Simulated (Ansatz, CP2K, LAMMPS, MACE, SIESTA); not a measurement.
**CP2K runs on amorphous 59Ga2O3-41P2O5 (mol %) (64 atoms)**

How do the settings of CP2K change the result for amorphous 59Ga2O3-41P2O5 (mol %) (64 atoms)? A plane-wave run serves as the yardstick.

Method: the method is named at each step, in CP2K 2026.2.

## (1) The starting structure

The cell holds 64 atoms: 13 Ga, 9 P and 42 O. Its edges and angles: a = 9.303 Å, b = 9.303 Å, c = 9.303 Å, α = 90.0°, β = 90.0°, γ = 90.0°. 64 atoms (13 Fe, 9 P, 42 O) placed at random at 3.33 g/cm³, melted at 5000 K for 10 ps at fixed volume with the Morse and Coulomb pair potential with partial charges (Pedone, Malavasi, Menziani, Cormack and Segre, J. Phys. Chem. B 110, 11780 (2006)). Quenched from 5000 K to 300 K at 100 K/ps and fixed volume, held 10 ps at zero pressure, then minimised at fixed cell. Then Fe was replaced by Ga and the cell scaled by 1.005 (the potential has no terms for the new elements, so the cell is a start for a DFT relaxation).

The yardstick, on the same geometry:

| Property | Result |
| --- | --- |
| method | Kohn-Sham DFT, PBE, PAW, plane waves (Ansatz 0.2.0); cutoff 420 eV, Γ point, fermi-dirac smearing of 0.05 eV; PAW set soft_2 |
| r.m.s. force component | 1.043 eV/Å |
| longest force | 3.48 eV/Å |
| gap (highest filled to lowest empty level) | 1.286 eV |
| SCF cycles | 10 |
| time | 4.2 s on 16 threads of Arm Neoverse N1, shared host |
| CPU time | 51 s |

## (2) PBE, DZVP-MOLOPT-SR, 600/40 Ry, OT DIIS

Method: Kohn-Sham DFT, PBE, GTH-PBE pseudopotentials, Gaussian and plane waves, DZVP-MOLOPT-SR-GTH, orbital transformation.

File input.inp:

```
&GLOBAL
  PROJECT cell
  RUN_TYPE ENERGY_FORCE
  PRINT_LEVEL LOW
&END GLOBAL
&FORCE_EVAL
  METHOD QS
  &DFT
    BASIS_SET_FILE_NAME BASIS_MOLOPT
    POTENTIAL_FILE_NAME GTH_POTENTIALS
    &MGRID
      CUTOFF 600
      REL_CUTOFF 40
      NGRIDS 5
    &END MGRID
    &QS
      EPS_DEFAULT 1.0E-10
    &END QS
    &SCF
      SCF_GUESS ATOMIC
      EPS_SCF 1.0E-06
      MAX_SCF 30
      &OT
        MINIMIZER DIIS
        PRECONDITIONER FULL_ALL
        ENERGY_GAP 0.001
      &END OT
      &OUTER_SCF
        EPS_SCF 1.0E-06
        MAX_SCF 8
      &END OUTER_SCF
      &PRINT
        &RESTART OFF
        &END RESTART
      &END PRINT
    &END SCF
    &XC
      &XC_FUNCTIONAL PBE
      &END XC_FUNCTIONAL
    &END XC
    &PRINT
      &MULLIKEN ON
      &END MULLIKEN
      &HIRSHFELD ON
        SHAPE_FUNCTION DENSITY
      &END HIRSHFELD
      &MO_CUBES
        NHOMO 1
        NLUMO 4
        WRITE_CUBE F
      &END MO_CUBES
    &END PRINT
  &END DFT
  &SUBSYS
    &CELL
      A 9.30295 0.00000 0.00000
      B 0.00000 9.30295 0.00000
      C 0.00000 0.00000 9.30295
    &END CELL
    &TOPOLOGY
      COORD_FILE_NAME structure.xyz
      COORD_FILE_FORMAT XYZ
    &END TOPOLOGY
    &KIND Ga
      BASIS_SET DZVP-MOLOPT-SR-GTH-q13
      POTENTIAL GTH-PBE-q13
    &END KIND
    &KIND P
      BASIS_SET DZVP-MOLOPT-SR-GTH-q5
      POTENTIAL GTH-PBE-q5
    &END KIND
    &KIND O
      BASIS_SET DZVP-MOLOPT-SR-GTH-q6
      POTENTIAL GTH-PBE-q6
    &END KIND
  &END SUBSYS
  &PRINT
    &FORCES ON
    &END FORCES
  &END PRINT
&END FORCE_EVAL
```

File structure.xyz:

```xyz
64

Ga 8.60802 3.87896 0.43938
Ga 6.67394 8.37489 4.03032
Ga 0.02289 4.41397 6.72761
Ga 5.05066 1.66876 2.12451
Ga 7.73150 2.04544 7.16792
Ga 2.11689 2.35123 2.14870
Ga 2.12693 2.00860 5.66289
Ga 6.88716 5.61433 2.74949
Ga 0.19555 3.47381 3.91226
Ga 1.78719 6.45839 4.56775
Ga 2.69609 8.34047 6.89851
Ga 6.64975 5.64791 8.34075
Ga 8.30232 7.58581 0.78033
P 3.28655 8.93530 3.72062
P 4.97894 5.98403 5.59293
P 4.25173 4.65036 0.97895
P 5.19579 2.91406 5.20472
P 1.41237 1.76356 8.37675
P 8.06529 1.26427 2.08944
P 8.69603 7.55213 6.48732
P 5.62745 9.08442 8.66086
P 1.68588 6.08934 9.27439
O 3.56322 6.57830 5.54149
O 5.23021 0.55511 0.62293
O 5.60977 6.32554 6.91284
O 0.82945 6.84511 0.95485
O 5.89472 6.45718 4.47658
O 8.69630 7.77522 7.98975
O 7.65968 7.37408 2.70418
O 8.26028 6.08506 6.40936
O 8.45806 0.18243 1.11235
O 0.76405 5.10499 8.52187
O 5.05169 5.35208 2.06181
O 2.29187 6.99731 8.21302
O 5.18937 2.67506 3.71188
O 4.41509 8.85325 7.75001
O 4.91410 4.43993 5.44427
O 2.59683 0.07638 5.01615
O 3.90212 3.24245 1.43907
O 9.25327 1.63490 2.96178
O 6.91814 0.72423 2.94215
O 4.76962 8.77212 4.01487
O 7.48041 2.49849 1.38902
O 6.51802 2.51784 5.80281
O 6.65077 0.66284 7.94137
O 3.24319 0.75596 2.70697
O 1.58504 0.57306 7.44617
O 2.91480 5.37897 0.63567
O 9.25951 2.17959 8.55090
O 6.25977 7.76489 9.15913
O 7.79894 8.44057 5.64038
O 2.11670 2.85870 3.97329
O 4.06511 2.14582 5.85063
O 2.04395 2.89759 7.56758
O 7.67931 3.99004 7.87095
O 0.04763 2.55338 5.87853
[... 4 atom lines left out ...]
O 5.11876 4.62236 9.04647
O 7.89923 4.35946 3.62573
O 1.01458 4.92126 5.11923
O 0.80778 7.56237 5.88207
```

The run is started by

```console
$ OMP_NUM_THREADS=1 mpirun -np 4 cp2k.psmp -i input.inp > output.txt
```

Numbers of over 12 decimals in the logs are rounded to 6 here.

The program printed:

```text
CP2K| version string:                                       CP2K version 2026.2
 CP2K| Input file name                                                 input.inp
 GLOBAL| Basis set file name                                        BASIS_MOLOPT
 GLOBAL| Potential file name                                      GTH_POTENTIALS
 GLOBAL| Run type                                                   ENERGY_FORCE
 GLOBAL| Total number of message passing processes                             4
 GLOBAL| Number of threads for this process                                    1
 TOTAL NUMBERS AND MAXIMUM NUMBERS
  Total number of            - Atomic kinds:                                   3
                             - Atoms:                                         64
                             - Shell sets:                                    64
                             - Shells:                                       346
                             - Primitive Cartesian functions:                324
                             - Cartesian basis functions:                   1104
                             - Spherical basis functions:                    988
  Maximum angular momentum of- Orbital basis functions:                        3
                             - Local part of the GTH pseudopotential:          2
                             - Non-local part of the GTH pseudopotential:      4
 SCF PARAMETERS         Density guess:                                    ATOMIC
                        max_scf:                                              30
                        eps_scf:                                        1.00E-06
                        Outer loop SCF in use
                        eps_scf                                         1.00E-06
                        max_scf                                                8
 Extrapolation method: initial_guess
 Number of electrons:                                                        466
[... lines left out ...]
  Step     Update method      Time    Convergence         Total energy    Change
[... lines left out ...]
  Total energy:                                             -1703.427554
  outer SCF iter =    1 RMS gradient =   0.49E-03 energy =      -1703.4275535999
  ----------------------------------- OT ---------------------------------------
  Minimizer      : DIIS                : direct inversion
                                         in the iterative subspace
                                         using   7 DIIS vectors
                                         safer DIIS on
  Preconditioner : FULL_ALL            : diagonalization, state selective
  Precond_solver : DEFAULT
  stepsize       :    0.15000000                  energy_gap     :    0.00100000
  eps_taylor     :   0.10000E-15                  max_taylor     :             4
  ----------------------------------- OT ---------------------------------------
  Step     Update method      Time    Convergence         Total energy    Change
[...]
19 OT DIIS     0.15E+00    3.5     0.00000122     -1703.5589369721 -2.06E-08
    20 OT DIIS     0.15E+00    3.6     0.00000042     -1703.5589369808 -8.67E-09
  *** SCF run converged in    20 steps ***
  Electronic density on regular grids:       -465.9999999737        0.0000000263
  Core density on regular grids:              465.9999999752       -0.0000000248
  Total charge density on r-space grids:        0.0000000016
  Total charge density g-space grids:           0.0000000016
  Overlap energy of the core charge distribution:               2.25517e-06
  Self energy of the core charge distribution:              -3156.529371
  Core Hamiltonian energy:                                    919.320206
  Hartree energy:                                             832.259056
  Exchange-correlation energy:                               -298.608830
  Total energy:                                             -1703.558937
  outer SCF iter =    2 RMS gradient =   0.42E-06 energy =      -1703.5589369808
  outer SCF loop converged in   2 iterations or   50 steps
 !-----------------------------------------------------------------------------!
                     Mulliken Population Analysis
 #  Atom  Element  Kind  Atomic population                           Net charge
       1     Ga       1         12.175551                              0.824449
       2     Ga       1         12.072244                              0.927756
       3     Ga       1         12.182833                              0.817167
[...]
63     O        3          6.491692                             -0.491692
      64     O        3          6.473717                             -0.473717
 # Total charge                            466.000000                  0.000000
 !-----------------------------------------------------------------------------!
 !-----------------------------------------------------------------------------!
                           Hirshfeld Charges
  #Atom  Element  Kind  Ref Charge     Population                    Net charge
      1       Ga     1      13.000         12.489                         0.511
      2       Ga     1      13.000         12.370                         0.630
      3       Ga     1      13.000         12.448                         0.552
[...]
63       O      3       6.000          6.318                        -0.318
     64       O      3       6.000          6.259                        -0.259
  Total Charge                                                           -0.000
 !-----------------------------------------------------------------------------!
  Eigenvalues of the occupied subspace spin            1
      -0.72044202     -0.71768467     -0.71024167     -0.68205409
      -0.67155330     -0.66824583     -0.66663909     -0.66557511
      -0.64680098     -0.63333484     -0.62716152     -0.62320521
[...]
0.09193731      0.09851111      0.11289080      0.12004484
       0.12570396
 Fermi Energy [eV] :    3.420579
  Using OT eigensolver for additional unoccupied orbitals spin            1
  Lowest Eigenvalues of the unoccupied subspace spin            1
 WARNING : did not converge in ot_eigensolver
 number of iterations          299  exceeded maximum
 current gradient / target gradient   2.1011953505758202E-005  /    1.0000000000000001E-005
       0.16902726      0.21481449      0.22212879      0.23408053
 HOMO - LUMO gap [eV] :    1.178887
 ENERGY| Total FORCE_EVAL ( QS ) energy [hartree]          -1703.558937
 FORCES| Atomic forces [hartree/bohr]
 FORCES|   Atom     x               y               z               |f|
 FORCES|      1  2.90770794E-02 -1.10983226E-02  1.93881874E-02   3.66681213E-02
 FORCES|      2  1.29630502E-02 -1.27860098E-02 -7.25751898E-03   1.96008750E-02
 FORCES|      3  4.12712236E-03  2.46848432E-02  4.68357470E-03   2.54619421E-02
[...]
FORCES|     63  9.38946367E-03 -3.65057874E-03 -9.61027660E-03   1.39228650E-02
 FORCES|     64  6.62175703E-02  1.80651928E-02 -1.80011912E-02   7.09588662E-02
 FORCES| Sum    -2.05817715E-03 -3.34950909E-04 -4.06198953E-03
 FORCES| Total atomic force                                       4.56596586E-03
```

Elapsed: 3.3 min, on 4 MPI ranks of Arm Neoverse N1, shared host; peak memory 2.5 GiB; 13 min of CPU time.

Banners, paths, timers and routine set-up lines are dropped from the logs unmarked, and long logs keep their key lines alone; longer cuts are marked.

The solver for the empty levels stopped short of its threshold, so the gap is rough; its iterations count in the time.

Numbers from this run, and their distance from the reference:

```yaml
r_m_s_force_component: 1.091 eV/Å
r_m_s_difference_of_force_components: 98.64 meV/Å
longest_difference_of_force_vectors: 346.2 meV/Å
force_difference_over_r_m_s_force: 9.458 %
slope_of_forces_against_the_reference_s: 1.043
correlation_of_force_components: 0.9968
spacing_of_highest_filled_and_lowest_empty_level: 1.179 eV
gap_difference: -0.1068 eV
```

Length of the force difference by element (eV/Å):

```csv
element,atoms,mean,most
Ga,13,0.22,0.35
O,42,0.14,0.26
P,9,0.16,0.22
```

Local excerpt of 12 atoms (numbers count through the whole input) about O64, which bears the longest force; x, y, z are measured from there.

```csv
atom,x,y,z,distance (Å),bonds,Hirshfeld charge (e),Fx,Fy,Fz (eV/Å)
O64,0.00,0.00,0.00,0.00,3,-0.26,3.41,0.93,-0.93
P20,-1.41,-0.01,0.61,1.54,4,0.44,-1.15,-1.70,2.00
Ga10,0.98,-1.10,-1.31,1.98,4,0.67,-0.15,0.20,0.58
Ga11,1.89,0.78,1.02,2.28,6,0.65,0.13,0.11,1.50
O30,-1.85,-1.48,0.53,2.43,2,-0.30,-0.82,-2.22,-0.48
O51,-2.31,0.88,-0.24,2.48,2,-0.28,-1.17,1.42,-1.17
O28,-1.41,0.21,2.11,2.55,2,-0.31,0.40,1.39,0.71
O38,1.79,1.82,-0.87,2.69,3,-0.24,-1.28,0.57,2.73
O63,0.21,-2.64,-0.76,2.76,3,-0.32,0.48,-0.19,-0.49
O34,1.48,-0.57,2.33,2.82,2,-0.30,0.95,0.58,-0.58
O47,0.78,2.31,1.56,2.90,3,-0.26,0.32,-2.50,-1.83
O23,2.76,-0.98,-0.34,2.95,3,-0.25,-1.46,0.45,0.46
```

Forces lie 9.5 % from the reference's, at 16 times its CPU time (on 4 against 16 cores).

## (3) PBE, SZV-MOLOPT-SR, 600/40 Ry, OT DIIS

Method: Kohn-Sham DFT, PBE, GTH-PBE pseudopotentials, Gaussian and plane waves, SZV-MOLOPT-SR-GTH, orbital transformation.

Changes to input.inp since step 2:

```diff
@@ -64,3 +64,3 @@
     &KIND Ga
-      BASIS_SET DZVP-MOLOPT-SR-GTH-q13
+      BASIS_SET SZV-MOLOPT-SR-GTH-q13
       POTENTIAL GTH-PBE-q13
@@ -68,3 +68,3 @@
     &KIND P
-      BASIS_SET DZVP-MOLOPT-SR-GTH-q5
+      BASIS_SET SZV-MOLOPT-SR-GTH-q5
       POTENTIAL GTH-PBE-q5
@@ -72,3 +72,3 @@
     &KIND O
-      BASIS_SET DZVP-MOLOPT-SR-GTH-q6
+      BASIS_SET SZV-MOLOPT-SR-GTH-q6
       POTENTIAL GTH-PBE-q6
```

structure.xyz is that of step 2.

The program printed:

```text
CP2K| version string:                                       CP2K version 2026.2
 CP2K| Input file name                                                 input.inp
 GLOBAL| Basis set file name                                        BASIS_MOLOPT
 GLOBAL| Potential file name                                      GTH_POTENTIALS
[... lines left out ...]
 Number of electrons:                                                        466
[... lines left out ...]
  Step     Update method      Time    Convergence         Total energy    Change
[... lines left out ...]
  Total energy:                                             -1698.315271
[... lines left out ...]
  Step     Update method      Time    Convergence         Total energy    Change
[... lines left out ...]
  *** SCF run converged in    19 steps ***
[... lines left out ...]
  Total energy:                                             -1698.418553
[... lines left out ...]
  outer SCF loop converged in   2 iterations or   49 steps
[... lines left out ...]
 Fermi Energy [eV] :    5.108415
[... lines left out ...]
  Lowest Eigenvalues of the unoccupied subspace spin            1
 OT| Eigensolver reached convergence in 75 iterations
       0.20709674      0.26909723      0.27837504      0.28768620
 HOMO - LUMO gap [eV] :    0.526974
 ENERGY| Total FORCE_EVAL ( QS ) energy [hartree]          -1698.418553
 FORCES| Atomic forces [hartree/bohr]
 FORCES|   Atom     x               y               z               |f|
 FORCES|      1  2.83911381E-02 -2.48160626E-02  1.50227189E-02   4.05903409E-02
 FORCES|      2  4.98362069E-03 -1.24216498E-03  1.91975094E-03   5.48314624E-03
 FORCES|      3  7.70071047E-03  3.60842748E-02  1.37308388E-02   3.93689187E-02
[...]
FORCES|     63  5.00315238E-03 -1.24546262E-02 -9.13018653E-03   1.62329773E-02
 FORCES|     64  1.92477220E-01  1.35685788E-02 -7.13684244E-02   2.05730500E-01
 FORCES| Sum    -2.30727687E-05  2.79008241E-04 -4.47048762E-03
 FORCES| Total atomic force                                       4.47924520E-03
```

Elapsed: 98 s, on 4 MPI ranks; peak memory 2 GiB.

Against the reference:

| Item | Value |
| --- | --- |
| r.m.s. force component | 3.877 eV/Å |
| r.m.s. difference of force components | 3103 meV/Å |
| longest difference of force vectors | 7995 meV/Å |
| force difference over r.m.s. force | 297.5 % |
| slope of forces against the reference's | 2.985 |
| correlation of force components | 0.8029 |
| gap (highest filled to lowest empty level) | 0.527 eV |
| gap difference | -0.7587 eV |

This is a coarse setting, run to see what it loses.

Against the first run (9.5 %), the force difference from the reference is 297 %, at 0.49 times the CPU time, with 321 basis functions against 988: the smaller basis costs accuracy.

The difference per atom is largest on O (5.9 eV/Å on average, against 1.7 on P).

## (4) All runs compared

Differences are against the plane-wave reference, forces as r.m.s. over components; share is that over the reference's r.m.s. force, slope the least-squares factor from reference forces to these. Total energies of different programs have different zeros and aren't compared.

```csv
run,"Δ force, r.m.s. (meV/Å)",share (%),slope,Δ gap (eV),cores,CPU time,memory (GiB)
reference,-,-,-,-,16,51 s,1.1
"CP2K PBE, DZVP-MOLOPT-SR, 600/40 Ry, OT DIIS",98.6,9.46,1.043,-0.107,4,13 min,2.5
"CP2K PBE, SZV-MOLOPT-SR, 600/40 Ry, OT DIIS (coarse)",3103,297,2.985,-0.759,4,6.5 min,2.0
```

Rows marked coarse were listed beforehand as settings not expected to be converged; some can still land near the reference.

CPU time is summed over cores on a shared host, where runs went side by side, so it is rough. Symmetry, cutoffs, thresholds, outputs and thread counts weren't matched or tuned between programs; memory under MPI is the largest rank's times the ranks.

Further runs of this program without a result: CP2K PBE, SZV-MOLOPT-SR, 600/40 Ry, TC2 filter 1e-06, SCF 1e-06 (cut off at its time limit).

## (5) Summary of results

```yaml
nearest_in_forces: CP2K PBE, DZVP-MOLOPT-SR, 600/40 Ry, OT DIIS, 9.5 %
its_cpu_time: 13 min
```

In words: The PBE run in local orbitals, coarse settings apart, differs by 9.5 % (CP2K PBE, DZVP-MOLOPT-SR, 600/40 Ry, OT DIIS); basis, grid and potentials can all enter. Runs with settings chosen to be coarse differ by 297 % (CP2K PBE, SZV-MOLOPT-SR, 600/40 Ry, OT DIIS), their programs' other errors included. None of the electronic-structure runs in the table takes under half the reference's CPU time of 51 s; they take 7.7 to 16 times as much. At the same functional, gaps differ from the reference's 1.29 eV by between -0.76 and -0.11 eV. The quench rate of 100 K/ps is many orders above laboratory rates, so the cell is likely richer in defects and strain than a real sample. The network of bonds at the start is that of the classical potential that made the cell, and needn't be the one that DFT or experiment would give. The electronic-structure runs sample only Γ, in a cell whose shortest periodic width is 9 Å.

[Also dropped from logs without a mark: logging warnings of Python, and SIESTA's first energy breakdown and zero terms.]

[Logs are printed without paths, hosts, clocks, repeated set-up lines and the standing remarks that a program may print on its own settings, such as how far it seeks lower states.]

[Hosts, paths, dates, database ids (printed as entryN), source tags and the programs' standing remarks are cut or masked in the printed files.]
